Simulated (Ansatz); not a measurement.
# 1T-CrSSe monolayer in a perpendicular field

Aim: how the 1T-CrSSe monolayer screens a field along its normal, and what the field does to its bands. A positive field points along +c.

Method: plane-wave DFT, PBE-D3(BJ), Ansatz PAW, in Ansatz 0.2.0.

This is a report of a sequence of runs, with most program output left out.

**1. Starting point**

The cell holds 3 atoms: 1 Se, 1 Cr and 1 S. Its edges and angles: a = 3.125 Å, b = 3.125 Å, c = 37.248 Å, α = 90.0°, β = 90.0°, γ = 120.0°. Vacuum lies along c.

**2. Relaxing the slab**

The starting cell is a guess, so the in-plane lattice and the atoms are relaxed first, with the slab cut off from its images along the normal.

Input file input.yaml:

```yaml
crystal:
  lattice:
    - [3.125, 0.0, 0.0]
    - [-1.5625, 2.7063293868, 0.0]
    - [0.0, 0.0, 37.2484613474]
  atoms:
    - { symbol: Se, position: [0.6666666667, 0.3333333333, 0.4577370281] }
    - { symbol: Cr, position: [0.0, 0.0, 0.5030645829], spin: 3.0 }
    - { symbol: S, position: [0.3333333333, 0.6666666667, 0.5422629719] }
  periodic: [true, true, false]
magnetization:
  spin_polarized: true
kpoints:
  mp_grid: { grid: [12, 12, 1] }
hamiltonian:
  xc: pbe
  dispersion: d3bj
scf:
  occupations: { method: fermi_dirac, width: 0.05 }
  convergence: { dr2_threshold: 1.0e-09 }
relax:
  f_tol: 0.004
  max_steps: 90
  cell: {}
output:
  write_potential: true
  write_density: true
  volumetric_format: npy
```

Launch:

```sh
ansatz run input.yaml --threads 2 --pin off --max-ram 3072MiB --backend cpu --events-out ev --progress --plain --runs-dir out
```

The job ended after 2.3 min (2 threads of Arm Neoverse V2, shared host; peak memory 0.74 GiB).

Step by step:

```
step  energy less that of the first step (eV)  largest force component (eV/Å)  volume (Å³)
   1                                   0.0000                          0.7743       315.02
   2                                  -0.1693                          0.3971       337.58
   3                                  -0.2117                          0.0616       365.16
   4                                  -0.2170                          0.0117       358.43
   5                                  -0.2170                          0.0261       357.97
   6                                  -0.2170                          0.0009       358.21
  7*                                  -0.2212                          0.0009       358.21
   8                                  -0.2212                          0.0011       359.06
  9*                                  -0.2212                          0.0011       359.06
```

Relaxation steps marked * repeat the geometry before them on a plane-wave basis chosen anew for their cell, so energy and pressure can jump there. Relaxation step 5 was tried and not accepted.

The run keeps the 6 symmetry operations that it works with, so distortions that break them were not tested.

```
cell as run  before  after  change
      a (Å)   3.125  3.336  +6.8 %
      b (Å)   3.125  3.336  +6.8 %
```

The atoms that moved most (Å, along periodic axes as changes of fractional coordinates times the final cell, across vacuum about the mean position):

```
atom     dx     dy      dz  length
  S3  0.000  0.000  -0.157   0.157
 Se1  0.000  0.000   0.115   0.115
 Cr2  0.000  0.000   0.041   0.041
```

Final coordinates:

```xyz
3
Lattice="3.3363 0.0000 0.0000 -1.6682 2.8893 0.0000 0.0000 0.0000 37.2485" Properties=species:S:1:pos:R:3
Se    1.6682    0.9631   17.1655
Cr    0.0000    0.0000   18.7799
S     0.0000    1.9262   20.0415
```

This step gave:

```
energy at zero smearing : -9751.1732 eV
total moment            : 2.122 μB
site moments            : -0.1701, 2.167, -0.09515 μB
```

Site moment by atom:

```
atom  site moment (μB)
 Se1             -0.17
 Cr2              2.17
  S3             -0.10
```

The lattice constant a goes from 3.125 to 3.336 Å.

**3. Single point, field 0**

A sawtooth potential applies the field, turning back in the middle of the vacuum. With the dipole correction the typed value is the field outside the slab. The induced dipole is small, so the SCF threshold is tight.

The cell differs from the one that the last finished run ended in (c 37.248 → 20.876 Å).

Input file input.yaml:

```yaml
crystal:
  lattice:
    - [3.3363126583, 0.0, 0.0]
    - [-1.6681563292, 2.8893315171, 0.0]
    - [0.0, 0.0, 20.8760367338]
  atoms:
    - { symbol: Se, position: [0.6666666667, 0.3333333333, 0.4311163136], spin: -0.17 }
    - { symbol: Cr, position: [0.0, 0.0, 0.5084487929], spin: 2.17 }
    - { symbol: S, position: [0.3333333333, 0.6666666667, 0.5688836864], spin: -0.1 }
magnetization:
  spin_polarized: true
kpoints:
  mp_grid: { grid: [18, 18, 1] }
  band_path:
    path: [[0, 0, 0], [0.5, 0, 0], [0.33333333, 0.33333333, 0], [0, 0, 0]]
    npoints: 16
hamiltonian:
  xc: pbe
  dispersion: d3bj
scf:
  occupations: { method: fermi_dirac, width: 0.02585 }
  convergence: { dr2_threshold: 1.0e-10 }
efield:
  axis: 3
  dipole_correction: true
  ramp_position: 0.97
  ramp_width: 0.06
  amplitude: 0
output:
  dos: { projected: true, e_range: [-6, 5] }
  write_potential: true
  write_density: true
  volumetric_format: npy
  elf: true
```

The job ended after 33 s (2 threads; peak memory 0.7 GiB; 64 s of CPU time).

Numbers from this step:

| Quantity | Value |
| --- | --- |
| energy at zero smearing | -9751.1749 eV |
| total moment | 2.160 μB |
| site moments | -0.1636, 2.187, -0.09283 μB |
| work function, upper face | 5.701 eV |
| work function, lower face | 5.460 eV |
| dipole along the normal | -0.01283 e·Å |
| step between the vacuum levels | 0.2408 eV |

Running mean over a fixed 2.8 Å (it still follows the layers) of the planar mean; the ramp of the sawtooth is left out. Electron's electrostatic potential energy less the Fermi level against z:

```
z (Å)  electron's electrostatic potential energy less the Fermi level (eV)
 2.90                                                                 5.46
 3.33                                                                 5.46
 3.77                                                                 5.46
 4.06                                                                 5.46
 4.49                                                                 5.46
 4.93                                                                 5.46
 5.36                                                                 5.45
 5.80                                                                 5.43
 6.09                                                                 5.39
 6.52                                                                 5.22
 6.96                                                                 4.55
 7.39                                                                 3.20
 7.83                                                                 1.64
 8.26                                                               0.0603
 8.55                                                               -0.969
 8.99                                                                -2.81
 9.42                                                                -4.83
 9.86                                                                -6.10
10.29                                                                -6.76
10.58                                                                -7.05
11.02                                                                -7.13
11.45                                                                -6.26
11.89                                                                -4.32
12.32                                                                -2.02
12.61                                                               -0.555
13.05                                                                 1.59
13.48                                                                 3.58
13.92                                                                 5.04
14.35                                                                 5.54
14.79                                                                 5.66
15.08                                                                 5.68
15.51                                                                 5.70
15.95                                                                 5.70
16.38                                                                 5.70
16.82                                                                 5.70
17.11                                                                 5.70
17.54                                                                 5.70
17.98                                                                 5.70
```

The density of states has structure finer than the step of the table below, so its rows give means over 0.25 eV, whole bins alone (the curve runs from -6 to 1.99 eV). Peaks (eV: height): total -4.510: 7.98, -4.350: 7.48, -3.130: 8.73, -2.420: 9.02, -0.380: 7.79, 1.860: 5.98, 1.940: 6.20; up -4.510: 5.97, -3.240: 3.17, -3.130: 7.02, -1.310: 3.26, -0.710: 4.77, -0.380: 7.54, -0.100: 4.84; down -4.350: 6.05, -3.770: 3.15, -2.550: 2.67, -2.420: 7.99, 1.310: 3.32, 1.860: 4.67, 1.940: 4.05.

The density of states by energy, zero at the Fermi level; means over each step; values in states/eV a cell:

```
energy (eV)  total      up    down
      -5.75  0.184   0.184       0
      -5.50  0.653   0.465   0.188
      -5.25  0.989   0.535   0.454
      -5.00   1.39   0.871   0.518
      -4.75   1.62   0.836   0.788
      -4.50   4.09    2.51    1.58
      -4.25   3.02   0.999    2.02
      -4.00   2.24    1.15    1.09
      -3.75   1.40   0.430   0.973
      -3.50   2.04    1.65   0.398
      -3.25   3.70    2.67    1.03
      -3.00   4.45    2.75    1.70
      -2.75   2.74   0.517    2.22
      -2.50   3.82    1.17    2.65
      -2.25   2.65    1.30    1.35
      -2.00   3.05    1.59    1.46
      -1.75   2.64    1.50    1.15
      -1.50   2.88    1.71    1.17
      -1.25   2.78    1.36    1.42
      -1.00   2.09   0.956    1.14
      -0.75   3.16    2.75   0.416
      -0.50   1.51    1.22   0.289
      -0.25   2.35    2.13   0.215
       0.00   2.75    2.58   0.164
       0.25   1.19    1.07   0.124
       0.50  0.925   0.851  0.0741
       0.75   1.22   0.658   0.559
       1.00  0.952  0.0208   0.931
       1.25   1.99       0    1.99
       1.50  0.817   0.137   0.680
       1.75   2.73    1.21    1.53
```

Projected DOS per atom over height of the atomic layer and energy from the Fermi level. Layers: Se Cr S from below.

Values in states/eV, 22 rows by 3 columns, each cell a mean:
```
0.59 2.47 0.52
0.13 0.89 0.10
0.10 1.11 0.13
0.34 0.51 0.29
0.39 0.40 0.24
0.60 1.45 0.36
0.30 1.39 0.21
0.46 1.45 0.56
0.89 0.63 0.55
1.31 1.07 0.66
1.18 0.84 0.66
1.29 0.72 0.71
0.74 1.17 1.33
0.81 1.17 1.38
0.80 1.38 1.32
0.40 0.51 0.66
0.78 0.51 0.84
1.63 0.71 1.58
0.51 0.47 0.87
0.35 0.33 0.54
0.23 0.20 0.28
0.03 0.04 0.04
```
Columns: height of the atomic layer (Å) from 9 to 11.9 (not evenly spaced); rows upwards: energy from the Fermi level (eV) from -5.96 to 1.96.

Projected DOS per atom, spin up over height of the atomic layer and energy from the Fermi level. Layers: Se Cr S from below.

Ten even steps from '_' (0.00 states/eV) to '@' (1.40 states/eV), each cell a mean:
```
..++::
______
______
::__..
::::..
--@@::
..@@..
..@@--
__--..
==**..
--==::
==--::
::::..
..++--
--%%**
..::::
::::::
++--==
..::--
....::
__....
______
```
Columns: height of the atomic layer (Å) from 9 to 11.9 (not evenly spaced); rows upwards: energy from the Fermi level (eV) from -5.96 to 1.96.

Projected DOS per atom, spin down over height of the atomic layer and energy from the Fermi level. Layers: Se Cr S from below.

Values in states/eV, 22 rows by 3 columns, each cell a mean:
```
0.33 1.77 0.12
0.10 0.82 0.06
0.09 1.11 0.12
0.03 0.37 0.06
0.05 0.03 0.02
0.08 0.05 0.03
0.12 0.08 0.04
0.23 0.10 0.07
0.76 0.16 0.38
0.65 0.17 0.39
0.67 0.19 0.37
0.62 0.24 0.42
0.36 0.81 1.06
0.60 0.45 0.86
0.29 0.21 0.40
0.16 0.14 0.33
0.48 0.19 0.43
0.83 0.28 0.90
0.25 0.16 0.40
0.18 0.11 0.20
0.10 0.06 0.09
0.00 0.00 0.00
```
Columns: height of the atomic layer (Å) from 9 to 11.9 (not evenly spaced); rows upwards: energy from the Fermi level (eV) from -5.96 to 1.96.

Deep bands are left out, so band numbers here count from the lowest band kept and differ from the log's. The electronic bands at the labelled points (eV, zero at the Fermi level; # counts the bands kept):

```
  point  up #6  up #7  up #8  up #9  down #5  down #6  down #7  down #8
      Γ  -1.24  -0.34   0.88   0.88     0.71     0.71     1.07     1.07
halfway  -1.43  -0.77   0.10   0.52    -1.14    -0.64     0.98     2.01
      M  -1.14  -1.08  -0.52  -0.22    -2.05    -1.07     0.65     2.02
halfway  -2.19  -0.72  -0.38  -0.11    -2.12    -2.09     1.27     2.04
      K  -2.54  -0.73  -0.26  -0.10    -2.26    -2.21     1.77     1.96
halfway  -1.31  -0.80  -0.09   0.42    -1.53    -1.10     1.33     1.77
      Γ  -1.24  -0.34   0.88   0.88     0.71     0.71     1.07     1.07
```

Spin density in the ca plane at fractional y = 0.000, with atoms of Cr within 0.2 Å of it.

Ten even steps from '0' (0.0 e/Å³) to '9' (3.1 e/Å³), each cell a mean:
```
00000000000000000000001374100000000000000000
00000000000000000000000021000000000000000000
00000000000000000000000000000000000000000000
00000000000000000000000000000000000000000000
00000000000000000000000000000000000000000000
00000000000000000000000000000000000000000000
00000000000000000000000010000000000000000000
00000000000000000000000142000000000000000000
00000000000000000000001597200000000000000000
```
Columns run along c (16.0 Å, from fractional 0.09 to 0.85 of the cell), rows up along a (3.3 Å). Atoms in or near the plane, at fractional coordinates: Cr at (0.51, 0.00).

Electrostatic potential energy in the ca plane at fractional y = 0.000, with atoms of Cr within 0.2 Å of it. With pseudopotentials it is smooth inside the atoms' cores, unlike the true potential.

Ten even steps from '0' (-31 eV) to '9' (4 eV), each cell a mean:
```
99999999999999999830000589999999999999999999
99999999999999998862004789999999999999999999
99999999999999887887667888999999999999999999
99999999999999866788888778999999999999999999
99999999999999865688888777899999999999999999
99999999999999877788778778999999999999999999
99999999999999988875336789999999999999999999
99999999999999999850001689999999999999999999
99999999999999999730000589999999999999999999
```
Columns run along c (16.0 Å, from fractional 0.16 to 0.92 of the cell; values clipped at the 3rd and 97th percentile), rows up along a (3.3 Å). Atoms in or near the plane, at fractional coordinates: Cr at (0.51, 0.00).

ELF in the ca plane at fractional y = 0.000, with atoms of Cr within 0.2 Å of it. It is the smooth field of the valence electrons, not physical close to the nuclei.

Values, 5 rows by 16 columns, each cell a mean:
```
0.00 0.00 0.00 0.00 0.04 0.19 0.25 0.67 0.27 0.15 0.02 0.00 0.00 0.00 0.00 0.00
0.00 0.00 0.00 0.03 0.28 0.61 0.53 0.20 0.56 0.56 0.15 0.01 0.00 0.00 0.00 0.00
0.00 0.00 0.00 0.05 0.44 0.73 0.63 0.27 0.71 0.71 0.27 0.01 0.00 0.00 0.00 0.00
0.00 0.00 0.00 0.02 0.19 0.50 0.44 0.25 0.43 0.43 0.09 0.00 0.00 0.00 0.00 0.00
0.00 0.00 0.00 0.00 0.02 0.12 0.23 0.81 0.29 0.09 0.01 0.00 0.00 0.00 0.00 0.00
```
Columns run along c (16.0 Å, from fractional 0.16 to 0.92 of the cell), rows up along a (3.3 Å). Atoms in or near the plane, at fractional coordinates: Cr at (0.51, 0.00).

The work function of the upper face is 5.70 eV.

**4. Atoms held, field 0.1 V/Å**

Edit input.yaml of step 3 so:

```diff
@@ -27,5 +27,4 @@
   ramp_width: 0.06
-  amplitude: 0
+  amplitude: 0.1
 output:
-  dos: { projected: true, e_range: [-6, 5] }
   write_potential: true
@@ -33,2 +32 @@
   volumetric_format: npy
-  elf: true
```

Run time: 31 s. Hardware: 2 threads; peak memory 0.71 GiB; 61 s of CPU time.

The dipole is 0.0140 e·Å, 0.0268 e·Å from its value without field.

**5. Single point, field -0.1 V/Å**

Edit input.yaml of step 4 so:

```diff
@@ -27,3 +27,3 @@
   ramp_width: 0.06
-  amplitude: 0.1
+  amplitude: -0.1
 output:
```

Elapsed: 32 s, on 2 threads; peak memory 0.71 GiB.

The dipole is -0.0396 e·Å, -0.0268 e·Å from its value without field.

**6. Response, atoms held**

This step: plane-wave DFT, PBE-D3(BJ), Ansatz PAW; response to a field along the normal, atoms held (Ansatz 0.2.0).

The dipoles give the slope, and the difference of two potentials shows where the field is screened.

This step gave:

```
equivalent conductor thickness p/(ε₀AE) : 5.033 Å
distance between the outer atoms        : 2.876 Å
```

The dipole of the cell by applied field:

```
applied field (V/Å)  dipole of the cell (e·Å)
            -0.1000                   -0.0396
             0.0000                   -0.0128
             0.1000                    0.0140
```

The total moment stays at 2.16 μB for applied field from -0.1 to 0.1 V/Å.

Local field over the applied field, running mean. From the potentials at -0.1 and 0.1 V/Å; running mean over 2.5 Å. Table of local field over applied field by z:

```
z (Å)  local field over applied field
 4.06                           0.999
 4.35                           0.999
 4.78                           0.997
 5.07                           0.994
 5.51                           0.986
 5.80                           0.974
 6.09                           0.953
 6.52                           0.896
 6.81                           0.834
 7.10                           0.752
 7.54                           0.606
 7.83                           0.504
 8.26                           0.348
 8.55                           0.250
 8.84                           0.167
 9.28                          0.0848
 9.57                          0.0558
 9.86                          0.0388
10.29                          0.0270
10.58                          0.0299
11.02                          0.0492
11.31                          0.0734
11.60                           0.112
12.03                           0.209
12.32                           0.298
12.61                           0.398
13.05                           0.554
13.34                           0.657
13.77                           0.799
14.06                           0.874
14.35                           0.925
14.79                           0.969
15.08                           0.983
15.37                           0.991
15.80                           0.997
16.09                           0.998
16.53                           0.999
16.82                           1.000
```

Electrons, planar mean, per unit field. Table of induced electron density by z:

```
z (Å)  induced electron density (e/Å³ per V/Å)
  4.5                                   6.4e-6
  5.0                                   2.1e-5
  5.5                                   6.4e-5
  6.0                                   1.9e-4
  6.5                                   5.1e-4
  7.0                                  0.00128
  7.5                                  0.00270
  8.0                                  0.00356
  8.5                                  0.00159
  9.0                                   7.9e-4
  9.5                                   6.0e-4
 10.0                                  -9.7e-4
 10.5                                   1.5e-4
 11.0                                   4.1e-4
 11.5                                  -7.1e-4
 12.0                                  -5.7e-4
 12.5                                 -0.00310
 13.0                                 -0.00354
 13.5                                 -0.00187
 14.0                                  -7.4e-4
 14.5                                  -2.6e-4
 15.0                                  -8.7e-5
 15.5                                  -2.7e-5
 16.0                                  -8.3e-6
 16.5                                  -2.5e-6
```

By hand: between -0.1 and 0.1 V/Å the dipole changes by 0.05363 e·Å, a slope of 0.2681 e·Å²/V. A perfect conductor of thickness t has p = ε₀AEt, so t = 180.95 × 0.2681 / 9.640 = 5.03 Å (e/ε₀ = 180.95 V·Å, A in Å²).

The induced dipole is that of a conductor 5.03 Å thick.

**7. Results**

```json
{
  "gap without field": "none",
  "work function, upper face": "5.70 eV",
  "step between the vacuum levels": "0.241 eV",
  "equivalent conductor thickness, atoms held": "5.03 Å"
}
```

**Reading.** The induced dipole equals that of a perfect conductor 5.03 Å thick, while the outer atoms lie 2.88 Å apart. The two faces differ: the vacuum level above lies 0.24 eV higher than the one below. There is no gap over 0.03 eV, with or without the field. For an open d or f shell that can be the fault of a semilocal functional without a Hubbard term. The magnetic order is the one reached from the typed start; other orders were not compared. Spin-orbit coupling is left out.

[Logs are printed without paths, hosts, clocks, repeated set-up lines and the standing remarks that a program may print on its own settings, such as how far it seeks lower states.]

[Hosts, paths, dates, database ids (printed as entryN), source tags and the programs' standing remarks are cut or masked in the printed files.]

[Maps of the electrostatic potential energy from Ansatz leave out the sawtooth potential of an applied field or a dipole correction, so their vacuum need not be flat; planar profiles and work functions include it.]
